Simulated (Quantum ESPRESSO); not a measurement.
**λ and ρ(T) of W (Im-3m) from pw.x, ph.x and EPW**

How strongly do phonons scatter the electrons of W (Im-3m), and how dense must the meshes be?

Method: DFT LDA, scalar-relativistic, plane waves, PseudoDojo 0.4.1 norm-conserving pseudopotentials, in Quantum ESPRESSO 7.5.

### Step 1. The structure

The structure is cubic, space group Im-3m (No. 229). Conventional cell: a = 3.165 Å, b = 3.165 Å, c = 3.165 Å, α = 90.00°, β = 90.00°, γ = 90.00°. Nearest to W lie 8 W at 2.74 Å.

### Step 2. Relaxation

The cell is relaxed under the functional used for all that follows.

The input, relax.in:

```
&CONTROL
  calculation   = 'vc-relax'
  prefix        = 'x'
  outdir        = './tmp'
  pseudo_dir    = './pseudo'
  tprnfor       = .true.
  tstress       = .true.
  etot_conv_thr = 1.0d-05
  forc_conv_thr = 4.0d-04
/
&SYSTEM
  ibrav       = 0
  nat         = 1
  ntyp        = 1
  ecutwfc     = 70.0
  occupations = 'smearing'
  smearing    = 'mv'
  degauss     = 0.02
/
&ELECTRONS
  conv_thr = 1.0d-11
/
&IONS
/
&CELL
  press_conv_thr = 0.4
/
ATOMIC_SPECIES
 W     183.8400  W.upf
CELL_PARAMETERS angstrom
    -1.582345000    1.582345000    1.582345000
     1.582345000   -1.582345000    1.582345000
     1.582345000    1.582345000   -1.582345000
ATOMIC_POSITIONS crystal
 W      0.000000000   0.000000000   0.000000000
K_POINTS automatic
 12 12 12 0 0 0
```

Command:

```
$ OMP_NUM_THREADS=1 mpirun -n 16 pw.x -nk 16 -in relax.in > relax.out
```

The log of the run:

```text
Program PWSCF v.7.5

     This program is part of the open-source Quantum ESPRESSO suite
     for quantum simulation of materials; please cite
         "P. Giannozzi et al., J. Phys.:Condens. Matter 21 395502 (2009);
         "P. Giannozzi et al., J. Phys.:Condens. Matter 29 465901 (2017);
         "P. Giannozzi et al., J. Chem. Phys. 152 154105 (2020);
     in publications or presentations arising from this work. More details at

     Message from routine setup:
     using ibrav=0 with symmetry is DISCOURAGED, use correct ibrav instead

     G-vector sticks info
     --------------------
     sticks:   dense  smooth     PW     G-vecs:    dense   smooth      PW
     Sum         557     557    213                 8391     8391    1961

     Using Slab Decomposition

     bravais-lattice index     =            0
     lattice parameter (alat)  =       5.1792  a.u.
     unit-cell volume          =     106.9449 (a.u.)^3
     number of atoms/cell      =            1
     number of atomic types    =            1
     number of electrons       =        14.00
     number of Kohn-Sham states=           11
     kinetic-energy cutoff     =      70.0000  Ry
     charge density cutoff     =     280.0000  Ry
     scf convergence threshold =      1.0E-11
     mixing beta               =       0.7000
     number of iterations used =            8  plain     mixing
     energy convergence thresh.=      1.0E-05
     force convergence thresh. =      4.0E-04
     press convergence thresh. =      4.0E-01
     Exchange-correlation= SLA  PW   NOGX NOGC
                           (   1   4   0   0   0   0   0)
     nstep                     =           50

     celldm(1)=   5.179176  celldm(2)=   0.000000  celldm(3)=   0.000000
     celldm(4)=   0.000000  celldm(5)=   0.000000  celldm(6)=   0.000000

     crystal axes: (cart. coord. in units of alat)
               a(1) = (  -0.577350   0.577350   0.577350 )
               a(2) = (   0.577350  -0.577350   0.577350 )
               a(3) = (   0.577350   0.577350  -0.577350 )
[...]
number of Kohn-Sham states=           11
     number of k points=    72  Marzari-Vanderbilt smearing, width (Ry)=  0.0200
     estimated scf accuracy    <       0.03607729 Ry
     estimated scf accuracy    <       0.00151149 Ry
     estimated scf accuracy    <       0.00006426 Ry
     estimated scf accuracy    <       0.00000112 Ry
     estimated scf accuracy    <          8.7E-09 Ry
     estimated scf accuracy    <          5.4E-10 Ry
     estimated scf accuracy    <          3.7E-11 Ry
     estimated scf accuracy    <       0.00000112 Ry
     estimated scf accuracy    <          8.6E-09 Ry
     estimated scf accuracy    <          2.3E-10 Ry
     estimated scf accuracy    <          1.5E-11 Ry
     estimated scf accuracy    <          3.6E-13 Ry
     the Fermi energy is    22.9923 ev
!    total energy              =    -151.84968568 Ry
     estimated scf accuracy    <          1.7E-14 Ry
     convergence has been achieved in   9 iterations
          total   stress  (Ry/bohr**3)                   (kbar)     P=        0.01
   JOB DONE.
```

The job ended after 5.1 s (16 MPI ranks of Arm Neoverse V2, shared host).

This step gave:

```yaml
free_energy: -2066.0202 eV
pressure: 0.001 GPa
volume_per_atom: 15.35 Å³/atom
```

The volume ends at 15.35 Å³ an atom, -3.2 % from the start.

### Step 3. Ground state

Linear response needs a tightly converged ground state.

The input, scf.in:

```
&CONTROL
  calculation = 'scf'
  prefix      = 'x'
  outdir      = './tmp'
  pseudo_dir  = './pseudo'
  tprnfor     = .true.
  tstress     = .true.
/
&SYSTEM
  ibrav       = 0
  nat         = 1
  ntyp        = 1
  ecutwfc     = 70.0
  occupations = 'smearing'
  smearing    = 'mv'
  degauss     = 0.02
/
&ELECTRONS
  conv_thr = 1.0d-12
/
ATOMIC_SPECIES
 W     183.8400  W.upf
CELL_PARAMETERS angstrom
    -1.565488100    1.565488100    1.565488100
     1.565488100   -1.565488100    1.565488100
     1.565488100    1.565488100   -1.565488100
ATOMIC_POSITIONS crystal
 W      0.000000000   0.000000000   0.000000000
K_POINTS automatic
 12 12 12 0 0 0
```

Command:

```
$ OMP_NUM_THREADS=1 mpirun -n 16 pw.x -nk 16 -in scf.in > scf.out
```

The log of the run:

```text
[banner, memory and clock lines left out]
[...]
number of Kohn-Sham states=           11
     number of k points=    72  Marzari-Vanderbilt smearing, width (Ry)=  0.0200
     estimated scf accuracy    <       0.03351441 Ry
     estimated scf accuracy    <       0.00132344 Ry
     estimated scf accuracy    <       0.00005912 Ry
     estimated scf accuracy    <       0.00000110 Ry
     estimated scf accuracy    <       0.00000001 Ry
     estimated scf accuracy    <          4.6E-10 Ry
     estimated scf accuracy    <          4.2E-11 Ry
     estimated scf accuracy    <          7.5E-12 Ry
     the Fermi energy is    22.9923 ev
!    total energy              =    -151.84968568 Ry
     estimated scf accuracy    <          6.7E-13 Ry
     convergence has been achieved in   9 iterations
          total   stress  (Ry/bohr**3)                   (kbar)     P=        0.01
```

The job ended after 1.8 s (16 MPI ranks; 26 s of CPU time).

Numbers from this step:

```
Fermi energy : 22.99 eV
```

The Fermi level lies at 22.99 eV and the pressure is 0.001 GPa.

### Step 4. Phonons on the coarse mesh

ph.x gives the dynamical matrices and the changes of the potential on a coarse q mesh, which EPW interpolates.

The input, ph.in:

```
phonons
&INPUTPH
  prefix       = 'x'
  outdir       = './tmp'
  tr2_ph       = 1.0d-14
  fildyn       = 'x.dyn'
  fildvscf     = 'dvscf'
  ldisp        = .true.
  nq1          = 6
  nq2          = 6
  nq3          = 6
  alpha_mix(1) = 0.5
  amass(1)     = 183.84
/
```

Command:

```
$ OMP_NUM_THREADS=1 mpirun -n 16 ph.x -nk 16 -in ph.in > ph.out
```

The log of the run:

```text
[banner, memory and clock lines left out]
Program PHONON v.7.5

     ./tmp/x.save/

     IMPORTANT: XC functional enforced from input :
     Exchange-correlation= PW
                           (   1   4   0   0   0   0   0)
     Any further DFT definition will be discarded
     Please, verify this is what you really want

     G-vector sticks info

     Reading collected, re-writing distributed wavefunctions in ./tmp/

     Dynamical matrices for ( 6, 6, 6)  uniform grid of q-points
     (  16 q-points):
       N         xq(1)         xq(2)         xq(3)
       1   0.000000000   0.000000000   0.000000000
       2   0.144337567   0.144337567   0.000000000
       3   0.288675135   0.288675135   0.000000000
       4  -0.433012702  -0.433012702   0.000000000
       5   0.288675135   0.144337567   0.144337567
       6   0.433012702   0.288675135   0.144337567
       7   0.577350269   0.288675135   0.288675135
       8   0.288675135   0.288675135   0.288675135
       9   0.433012702   0.433012702   0.288675135
      10   0.000000000   0.000000000   0.288675135
      11  -0.000000000  -0.144337567   0.433012702
      12  -0.866025404  -0.288675135  -0.288675135
      13  -0.721687836  -0.144337567  -0.288675135
      14  -0.000000000  -0.000000000   0.577350269
      15  -0.866025404  -0.144337567  -0.144337567
      16  -0.866025404  -0.866025404  -0.866025404

     Number and degeneracy of irreps per q-point
       N         xq(1)         xq(2)         xq(3)   N irreps
       1   0.000000000   0.000000000   0.000000000       1
        3
       2   0.144337567   0.144337567   0.000000000       3
     No degeneracy
       3   0.288675135   0.288675135   0.000000000       3
     No degeneracy
       4  -0.433012702  -0.433012702   0.000000000       3
     No degeneracy
       5   0.288675135   0.144337567   0.144337567       3
     No degeneracy
       6   0.433012702   0.288675135   0.144337567       3
     No degeneracy
       7   0.577350269   0.288675135   0.288675135       2
        1   2
       8   0.288675135   0.288675135   0.288675135       2
        1   2
       9   0.433012702   0.433012702   0.288675135       3
     No degeneracy
      10   0.000000000   0.000000000   0.288675135       2
        1   2
      11  -0.000000000  -0.144337567   0.433012702       3
     No degeneracy
      12  -0.866025404  -0.288675135  -0.288675135       3
     No degeneracy
      13  -0.721687836  -0.144337567  -0.288675135       3
     No degeneracy
      14  -0.000000000  -0.000000000   0.577350269       2
        1   2
      15  -0.866025404  -0.144337567  -0.144337567       3
     No degeneracy
      16  -0.866025404  -0.866025404  -0.866025404       1
        3

     Saving dvscf to file. Distribute only q points, not irreducible representations.

     Calculation of q =    0.0000000   0.0000000   0.0000000

     phonons

     bravais-lattice index     =            0
     lattice parameter (alat)  =       5.1240  a.u.
     unit-cell volume          =     103.5633 (a.u.)^3
     number of atoms/cell      =            1
     number of atomic types    =            1
     kinetic-energy cut-off    =      70.0000  Ry
     charge density cut-off    =     280.0000  Ry
     convergence threshold     =      1.0E-14
     beta                      =       0.5000
     number of iterations used =            4
     Exchange-correlation= PW
                           (   1   4   0   0   0   0   0)

     celldm(1)=    5.12400  celldm(2)=    0.00000  celldm(3)=    0.00000
     celldm(4)=    0.00000  celldm(5)=    0.00000  celldm(6)=    0.00000

     crystal axes: (cart. coord. in units of alat)
               a(1) = ( -0.5774  0.5774  0.5774 )
               a(2) = (  0.5774 -0.5774  0.5774 )
               a(3) = (  0.5774  0.5774 -0.5774 )

     reciprocal axes: (cart. coord. in units 2 pi/alat)
               b(1) = (  0.0000  0.8660  0.8660 )
               b(2) = (  0.8660  0.0000  0.8660 )
               b(3) = (  0.8660  0.8660  0.0000 )

     Atoms inside the unit cell:

     Cartesian axes

     site n.  atom      mass           positions (alat units)
        1  W     183.8400   tau(    1) = (    0.00000    0.00000    0.00000  )

     Computing dynamical matrix for
                    q = (   0.0000000   0.0000000   0.0000000 )

     49 Sym.Ops. (with q -> -q+G )

     G cutoff =  186.2159  (   8247 G-vectors)     FFT grid: ( 27, 27, 27)

     number of k points=    72  Marzari-Vanderbilt smearing, width (Ry)=  0.0200

     PseudoPot. # 1 for W  read from file:
     ./pseudo/W.upf
     Pseudo is Norm-conserving + core correction, Zval = 14.0
     Using radial grid of 1380 points,  8 beta functions with:
                l(1) =   0
                l(2) =   0
                l(3) =   1
                l(4) =   1
                l(5) =   2
                l(6) =   2
                l(7) =   3
                l(8) =   3

     Mode symmetry, O_h (m-3m)  point group:

     Atomic displacements:
     There are    1 irreducible representations

     Representation     1      3 modes -  To be done

     Alpha used in Ewald sum =   2.8000

     Representation #   1 modes #   1   2   3

     Self-consistent Calculation

     Pert. #  1: Fermi energy shift (Ry) =     0.0000E+00    -3.1347E-38
     Pert. #  2: Fermi energy shift (Ry) =     8.6165E-27     6.2693E-38
     Pert. #  3: Fermi energy shift (Ry) =    -5.6747E-26     3.7224E-38

      thresh= 1.000E-02 alpha_mix =  0.500 |ddv_scf|^2 =  5.114E-06

     Pert. #  1: Fermi energy shift (Ry) =    -5.1699E-26     0.0000E+00
     Pert. #  2: Fermi energy shift (Ry) =     1.6371E-25    -1.9592E-39
     Pert. #  3: Fermi energy shift (Ry) =     9.2762E-26     3.0000E-39

      thresh= 2.261E-04 alpha_mix =  0.500 |ddv_scf|^2 =  1.924E-07

     Pert. #  1: Fermi energy shift (Ry) =     8.6165E-27     2.6938E-39
     Pert. #  2: Fermi energy shift (Ry) =     4.3082E-26    -3.6734E-39
     Pert. #  3: Fermi energy shift (Ry) =    -4.2409E-27     1.2857E-39

      thresh= 4.386E-05 alpha_mix =  0.500 |ddv_scf|^2 =  3.916E-09

     Pert. #  1: Fermi energy shift (Ry) =     1.7233E-26     2.2959E-41
     Pert. #  2: Fermi energy shift (Ry) =    -1.7233E-26     1.5306E-41
     Pert. #  3: Fermi energy shift (Ry) =    -2.2887E-27     1.7937E-41

      thresh= 6.257E-06 alpha_mix =  0.500 |ddv_scf|^2 =  1.109E-11

     Pert. #  1: Fermi energy shift (Ry) =     3.0158E-26    -4.7831E-43
     Pert. #  2: Fermi energy shift (Ry) =    -4.3082E-27    -9.5662E-43
     Pert. #  3: Fermi energy shift (Ry) =     2.1070E-26     4.7831E-43

      thresh= 3.330E-07 alpha_mix =  0.500 |ddv_scf|^2 =  5.394E-13

     Pert. #  1: Fermi energy shift (Ry) =    -3.4466E-26     6.2180E-42
[...]
thresh= 5.979E-06 alpha_mix =  0.500 |ddv_scf|^2 =  5.486E-11

      thresh= 7.407E-07 alpha_mix =  0.500 |ddv_scf|^2 =  4.220E-12

      thresh= 2.054E-07 alpha_mix =  0.500 |ddv_scf|^2 =  1.209E-13

      thresh= 3.477E-08 alpha_mix =  0.500 |ddv_scf|^2 =  2.830E-13

      thresh= 5.320E-08 alpha_mix =  0.500 |ddv_scf|^2 =  7.406E-15

     End of self-consistent calculation

     Convergence has been achieved

     Representation #   2 mode #   2

     Self-consistent Calculation

[...]
End of self-consistent calculation

     Convergence has been achieved

     Representation #   3 mode #   3

     Self-consistent Calculation

[...]
thresh= 1.306E-07 alpha_mix =  0.500 |ddv_scf|^2 =  1.188E-14

      thresh= 1.090E-08 alpha_mix =  0.500 |ddv_scf|^2 =  4.029E-16

     End of self-consistent calculation

     Convergence has been achieved

     Number of q in the star =   12
     List of q in the star:
[...]
6   0.144337567   0.144337567   0.866025404
          7  -0.144337567  -0.144337567   0.866025404
          8   0.144337567  -0.144337567  -0.866025404
          9   0.866025404   0.144337567   0.144337567
         10  -0.866025404  -0.144337567   0.144337567
         11  -0.144337567  -0.866025404   0.144337567
         12   0.144337567  -0.866025404   0.144337567

     Diagonalizing the dynamical matrix

     q = (   -0.866025404  -0.144337567  -0.144337567 )

 **************************************************************************
     freq (    1) =       4.929077 [THz] =     164.416307 [cm-1]
     freq (    2) =       5.732416 [THz] =     191.212804 [cm-1]
     freq (    3) =       5.811686 [THz] =     193.856995 [cm-1]
 **************************************************************************

     Mode symmetry, C_2v (mm2)  point group:

     freq (   1-   1) =        164.4  [cm-1]   --> B_1  D_3  S_3
     freq (   2-   2) =        191.2  [cm-1]   --> A_1  D_1  S_1
     freq (   3-   3) =        193.9  [cm-1]   --> B_2  D_4  S_4

     Calculation of q =   -0.8660254  -0.8660254  -0.8660254

     G-vector sticks info

     Title:
     phonons

     bravais-lattice index     =            0
     lattice parameter (alat)  =       5.1240  a.u.
     unit-cell volume          =     103.5633 (a.u.)^3
     number of atoms/cell      =            1
     number of atomic types    =            1
     number of electrons       =        14.00
     number of Kohn-Sham states=           11
     kinetic-energy cutoff     =      70.0000  Ry
     charge density cutoff     =     280.0000  Ry
     Exchange-correlation= PW
                           (   1   4   0   0   0   0   0)

     celldm(1)=   5.124002  celldm(2)=   0.000000  celldm(3)=   0.000000
     celldm(4)=   0.000000  celldm(5)=   0.000000  celldm(6)=   0.000000

     crystal axes: (cart. coord. in units of alat)
               a(1) = (  -0.577350   0.577350   0.577350 )
               a(2) = (   0.577350  -0.577350   0.577350 )
               a(3) = (   0.577350   0.577350  -0.577350 )

     reciprocal axes: (cart. coord. in units 2 pi/alat)
               b(1) = (  0.000000  0.866025  0.866025 )
               b(2) = (  0.866025  0.000000  0.866025 )
               b(3) = (  0.866025  0.866025  0.000000 )

     PseudoPot. # 1 for W  read from file:
     ./pseudo/W.upf
     Pseudo is Norm-conserving + core correction, Zval = 14.0
     Using radial grid of 1380 points,  8 beta functions with:
[...]
atomic species   valence    mass     pseudopotential
     W                14.00   183.84000     W ( 1.00)

     48 Sym. Ops., with inversion, found

   Cartesian axes

     site n.     atom                  positions (alat units)
         1        W      tau(   1) = (   0.0000000   0.0000000   0.0000000  )

     number of k points=   144  Marzari-Vanderbilt smearing, width (Ry)=  0.0200

     Number of k-points >= 100: set verbosity='high' to print them.

     Dense  grid:     8247 G-vectors     FFT dimensions: (  27,  27,  27)

     The potential is recalculated from file :
     ./tmp/_ph0/x.q_16/x.save/charge-density

     Starting wfcs are   10 atomic +    1 random wfcs

     Band Structure Calculation
     Davidson diagonalization with overlap

     ethr =  7.14E-11,  avg # of iterations = 14.3

     End of band structure calculation

     Number of k-points >= 100: set verbosity='high' to print the bands.

     the Fermi energy is    22.9923 ev

     Writing config to output data dir ./tmp/_ph0/x.q_16/x.save/ :
     XML data file

     phonons

     bravais-lattice index     =            0
     lattice parameter (alat)  =       5.1240  a.u.
     unit-cell volume          =     103.5633 (a.u.)^3
     number of atoms/cell      =            1
     number of atomic types    =            1
     kinetic-energy cut-off    =      70.0000  Ry
     charge density cut-off    =     280.0000  Ry
     convergence threshold     =      1.0E-14
     beta                      =       0.5000
     number of iterations used =            4
     Exchange-correlation= PW
                           (   1   4   0   0   0   0   0)

     celldm(1)=    5.12400  celldm(2)=    0.00000  celldm(3)=    0.00000
     celldm(4)=    0.00000  celldm(5)=    0.00000  celldm(6)=    0.00000

     crystal axes: (cart. coord. in units of alat)
               a(1) = ( -0.5774  0.5774  0.5774 )
               a(2) = (  0.5774 -0.5774  0.5774 )
               a(3) = (  0.5774  0.5774 -0.5774 )

     reciprocal axes: (cart. coord. in units 2 pi/alat)
               b(1) = (  0.0000  0.8660  0.8660 )
               b(2) = (  0.8660  0.0000  0.8660 )
               b(3) = (  0.8660  0.8660  0.0000 )

     Atoms inside the unit cell:

     Cartesian axes

     site n.  atom      mass           positions (alat units)
        1  W     183.8400   tau(    1) = (    0.00000    0.00000    0.00000  )

     Computing dynamical matrix for
                    q = (  -0.8660254  -0.8660254  -0.8660254 )

     49 Sym.Ops. (with q -> -q+G )

     G cutoff =  186.2159  (   8247 G-vectors)     FFT grid: ( 27, 27, 27)

     number of k points=   144  Marzari-Vanderbilt smearing, width (Ry)=  0.0200

     PseudoPot. # 1 for W  read from file:
     ./pseudo/W.upf
     Pseudo is Norm-conserving + core correction, Zval = 14.0
     Using radial grid of 1380 points,  8 beta functions with:
                l(1) =   0
                l(2) =   0
                l(3) =   1
                l(4) =   1
                l(5) =   2
                l(6) =   2
                l(7) =   3
                l(8) =   3

     Mode symmetry, O_h (m-3m)  point group:

     Atomic displacements:
     There are    1 irreducible representations

     Representation     1      3 modes -  To be done

     Message from routine init_vloc:
     Interpolation table for Vloc re-allocated

     Alpha used in Ewald sum =   2.8000

     Representation #   1 modes #   1   2   3

     Self-consistent Calculation

      thresh= 1.000E-02 alpha_mix =  0.500 |ddv_scf|^2 =  3.792E-05

      thresh= 6.158E-04 alpha_mix =  0.500 |ddv_scf|^2 =  8.670E-07

      thresh= 9.311E-05 alpha_mix =  0.500 |ddv_scf|^2 =  7.332E-09

      thresh= 8.562E-06 alpha_mix =  0.500 |ddv_scf|^2 =  7.469E-12

      thresh= 2.733E-07 alpha_mix =  0.500 |ddv_scf|^2 =  1.265E-12

      thresh= 1.125E-07 alpha_mix =  0.500 |ddv_scf|^2 =  5.783E-15

     End of self-consistent calculation

     Convergence has been achieved

     Number of q in the star =    1
     List of q in the star:
          1  -0.866025404  -0.866025404  -0.866025404

     Diagonalizing the dynamical matrix

     q = (   -0.866025404  -0.866025404  -0.866025404 )

 **************************************************************************
     freq (    1) =       5.481267 [THz] =     182.835372 [cm-1]
     freq (    2) =       5.481267 [THz] =     182.835372 [cm-1]
     freq (    3) =       5.481267 [THz] =     182.835372 [cm-1]
 **************************************************************************

     Mode symmetry, O_h (m-3m)  point group:

     freq (   1-   3) =        182.8  [cm-1]   --> T_1u G_15  G_4-
```

Run time: 13 min. Hardware: 16 MPI ranks; 3.4 h of CPU time.

Numbers from this step:

- lowest frequency off the zone centre: 67.47 cm⁻¹
- largest magnitude of the acoustic modes at the zone centre, before the sum rule: 2.204 cm⁻¹

[end of part 1 of 3]

[The logs of pw.x and epw.x are selected lines.]

[Logs are printed without paths, hosts, clocks, repeated set-up lines and the standing remarks that a program may print on its own settings, such as how far it seeks lower states.]

[Hosts, paths, dates, database ids (printed as entryN), source tags and the programs' standing remarks are cut or masked in the printed files.]
